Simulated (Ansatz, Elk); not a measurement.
# ScMo: X-ray structure factors from the self-consistent density

Structure refinements treat a crystal as free atoms side by side. For a made-up structure of ScMo (cell and positions from a PBEsol relaxation) the runs below show what the calculated density changes in F(hkl).

Method: DFT, PBE, all-electron APW+lo, Dirac cores, scalar-relativistic bands, static density, no spin, in Elk 11.2.3 (patched build).

This account leaves out most program logs.

The structure was built from a prototype and need not be the compound's stable phase.

**1. The structure**

The structure is orthorhombic, space group Pmma (No. 51). Conventional cell: a = 4.542 Å, b = 2.813 Å, c = 5.654 Å, α = 90.00°, β = 90.00°, γ = 90.00°. Nearest to Mo lie 4 Mo at 2.65 to 2.81 Å and 6 Sc at 2.96 to 3.00 Å. Sc has 4 Sc at 2.81 to 2.85 Å and 6 Mo at 2.96 to 3.00 Å nearest. Farther neighbours are not listed.

**2. Ground state and structure factors**

An all-electron density is needed, since X-rays see the cores too. Task 0 finds the density and task 195 Fourier-transforms it; tshift is off so that phases refer to the origin typed.

Input file elk.in:

```
tasks
  0
  195

xctype
  20

spinpol
  .false.

rgkmax
  7.0

gmaxvr
  14.0

lmaxo
  7

lmaxapw
  8

swidth
  0.002

tshift
  .false.

ramdisk
  .false.

hmaxvr
  5.5

maxscl
  120

epspot
  1e-06

sppath
  './'

avec
  8.58362926238 0.00000000000 0.00000000000
  0.00000000000 5.31552788047 0.00000000000
  0.00000000000 0.00000000000 10.68435534305

atoms
  2
  'Mo.in'
  2
  0.2500000000 0.0000000000 0.8796494087   0.000000 0.000000 0.000000
  0.7500000000 0.0000000000 0.1203505913   0.000000 0.000000 0.000000
  'Sc.in'
  2
  0.2500000000 0.5000000000 0.3475232055   0.000000 0.000000 0.000000
  0.7500000000 0.5000000000 0.6524767945   0.000000 0.000000 0.000000

ngridk
  5 8 4
```

Launch:

```sh
OMP_NUM_THREADS=4 elk
```

Run time: 25 s. Hardware: 4 threads of Arm Neoverse V2, shared host; peak memory 0.17 GiB.

SFACRHO.OUT:

```text

h k l indices transformed by vhmat matrix:
   1.000000000       0.000000000       0.000000000    
   0.000000000       1.000000000       0.000000000    
   0.000000000       0.000000000       1.000000000    

      h      k      l  multipl.   |H|            Re(F)            Im(F)           |F|

      0      0      0      1   0.0000000       126.00000      0.72205513E-17   126.00000    
      0      0      1      2  0.58807341       35.390162      -0.0000000       35.390162    
     -1      0      0      2  0.73199635      0.62622711E-14  -0.0000000      0.62622711E-14
     -1      0      1      2  0.93896166      -21.998596      -0.0000000       21.998596    
     -1      0     -1      2  0.93896166       21.998596      -0.0000000       21.998596    
      0      0      2      2   1.1761468      -6.8206007      -0.0000000       6.8206007    
      0     -1      0      2   1.1820435       36.985285      0.10076511E-13   36.985285    
      0     -1      1      4   1.3202489       65.402809     -0.67652822E-14   65.402809    
      1      0     -2      2   1.3853303      -92.602912      -0.0000000       92.602912    
      1      0      2      2   1.3853303       92.602912      -0.0000000       92.602912    
      1      1      0      4   1.3903401      0.85314874E-14  -0.0000000      0.85314874E-14
     -2      0      0      2   1.4639927      -92.581449      0.88175282E-17   92.581449    
     -1      1     -1      4   1.5095946       66.583196      0.10147923E-13   66.583196    
     -1     -1      1      4   1.5095946      -66.583196      0.11839244E-13   66.583196    
     -2      0      1      2   1.5776898      -29.004418      -0.0000000       29.004418    
      2      0      1      2   1.5776898      -29.004418      -0.0000000       29.004418    
      0     -1      2      4   1.6674976       12.925300     -0.50739617E-14   12.925300    
      0      0     -3      2   1.7642202      -12.662515      -0.0000000       12.662515
```

Elk indexes on the primitive cell of elk.in and gives |H| = 4π sin θ/λ in inverse bohr. Below, one row stands for each form hkl of the conventional cell (m members, Friedel mates merged), F is for one primitive cell and the density is static (no thermal factor). Free-atom factors are Waasmaier and Kirfel's, and R is Σm||F|−|F'||/Σm|F|.

```csv
hkl,m,sin θ/λ (Å⁻¹),"abs F, DFT",neutral atoms,diff.
001,2,0.088,35.390,35.567,-0.177
100,2,0.110,0.000,0.000,+0.000
101,4,0.141,21.999,22.217,-0.218
002,2,0.177,6.821,6.689,+0.131
010,2,0.178,36.985,37.130,-0.145
011,4,0.199,65.403,65.842,-0.439
102,4,0.208,92.603,93.421,-0.818
110,4,0.209,0.000,0.000,+0.000
200,2,0.220,92.581,93.419,-0.837
111,8,0.227,66.583,67.155,-0.572
201,4,0.237,29.004,29.353,-0.349
012,4,0.251,12.925,12.861,+0.065
003,2,0.265,12.662,12.822,-0.160
112,8,0.274,34.092,34.413,-0.321
```

**3. The highest occupied states alone**

An energy window below the Fermi level keeps the highest occupied states, to see at which angles they scatter; shallow core shells can lie inside it and anion s states outside. No new self-consistency is needed.

elk.in, as its differences from that of step 2:

```diff
@@ -1,3 +1,2 @@
 tasks
-  0
   195
@@ -40,2 +39,5 @@
 
+wsfac
+  -0.100220 0.640770
+
 sppath
```

Launch:

```sh
OMP_NUM_THREADS=4 elk
```

The job ended after 6.4 s (4 threads; peak memory 0.16 GiB).

States within 12 eV below the Fermi level hold 18.00 electrons; any levels below the window count with the cores. Their amplitudes can exceed the total, where window and core parts have opposite phase:

```csv
hkl,sin θ/λ (Å⁻¹),"abs F, window","abs F, all"
001,0.088,4.249,35.390
100,0.110,0.000,0.000
101,0.141,2.313,21.999
002,0.177,0.264,6.821
010,0.178,2.647,36.985
011,0.199,2.136,65.403
102,0.208,2.479,92.603
110,0.209,0.000,0.000
200,0.220,2.131,92.581
111,0.227,1.412,66.583
```

**4. Another functional**

The difference from free atoms is small, so it is set against the change that PBEsol makes.

elk.in, as its differences from that of step 3:

```diff
@@ -1,2 +1,3 @@
 tasks
+  0
   195
@@ -4,3 +5,3 @@
 xctype
-  20
+  22
 
@@ -39,5 +40,2 @@
 
-wsfac
-  -0.100220 0.640770
-
 sppath
```

Launch:

```sh
OMP_NUM_THREADS=4 elk
```

It took 24 s on 4 threads; peak memory 0.16 GiB.

Against the first run R = 0.01 %; the largest change is -0.026 at 200.

**5. A coarser k-mesh**

About half the k-points along each axis test the sampling.

elk.in, as its differences from that of step 4:

```diff
@@ -5,3 +5,3 @@
 xctype
-  22
+  20
 
@@ -60,2 +60,2 @@
 ngridk
-  5 8 4
+  2 4 2
```

Launch:

```sh
OMP_NUM_THREADS=4 elk
```

Elapsed: 13 s, on 4 threads; peak memory 0.16 GiB; 30 s of CPU time.

Against the first run R = 0.04 %; the largest change is +0.066 at 400.

**6. Basis size**

A smaller basis shows how fast F responds to it; the change is likely larger than the basis error of the first run, but doesn't show convergence.

elk.in, as its differences from that of step 5:

```diff
@@ -11,3 +11,3 @@
 rgkmax
-  7.0
+  5.5
 
@@ -60,2 +60,2 @@
 ngridk
-  2 4 2
+  5 8 4
```

Launch:

```sh
OMP_NUM_THREADS=4 elk
```

Elapsed: 25 s, on 4 threads; peak memory 0.16 GiB.

Against the first run R = 0.06 %; the largest change is +0.138 at 020.

**7. Settings against the effect**

```csv
run,R against the first run (%),"R against neutral atoms, low angle (%)",wall time
"PBE, rgkmax 7",0.00,0.72,25 s
PBEsol,0.01,0.73,24 s
k-mesh 2×4×2,0.04,0.73,13 s
rgkmax 5.5,0.06,0.76,25 s
```

**8. Results**

| Quantity | Value |
| --- | --- |
| R against neutral atoms, sin θ/λ < 0.3 Å⁻¹ | 0.72 % |
| R against neutral atoms, 0.3 to 0.71 Å⁻¹ | 0.33 % |

Independent neutral atoms miss the calculated amplitudes by R = 0.72 % below 0.3 Å⁻¹ and 0.33 % from there to 0.71 Å⁻¹; by shells, 0.77 % below 0.15 Å⁻¹ (2 forms), 0.71 % 0.15 to 0.3 (14 forms), 0.45 % 0.3 to 0.45 (26 forms), 0.30 % above 0.45 (96 forms). Bonding, aspherical density and the tables' own atoms all enter these figures, and the runs don't part them. The largest change of an amplitude is -0.84 electrons, at 200. The window's part falls from 18.0 electrons at the origin to at most 0.28 between 0.45 and 0.71 Å⁻¹. Below 0.3 Å⁻¹ the changes that finished (PBEsol, k-mesh 2×4×2 and rgkmax 5.5) move F by R = 0.08 % at most, against the 0.72 % that separates it from free atoms. These runs have no spin, though d or f shells may be open. Part of the difference isn't bonding: the tables are fits to free atoms and ions calculated by other methods than this functional. Thermal motion, anomalous dispersion and extinction are left out.

[Logs are printed without paths, hosts, clocks, repeated set-up lines and the standing remarks that a program may print on its own settings, such as how far it seeks lower states.]

[Hosts, paths, dates, database ids (printed as entryN), source tags and the programs' standing remarks are cut or masked in the printed files.]
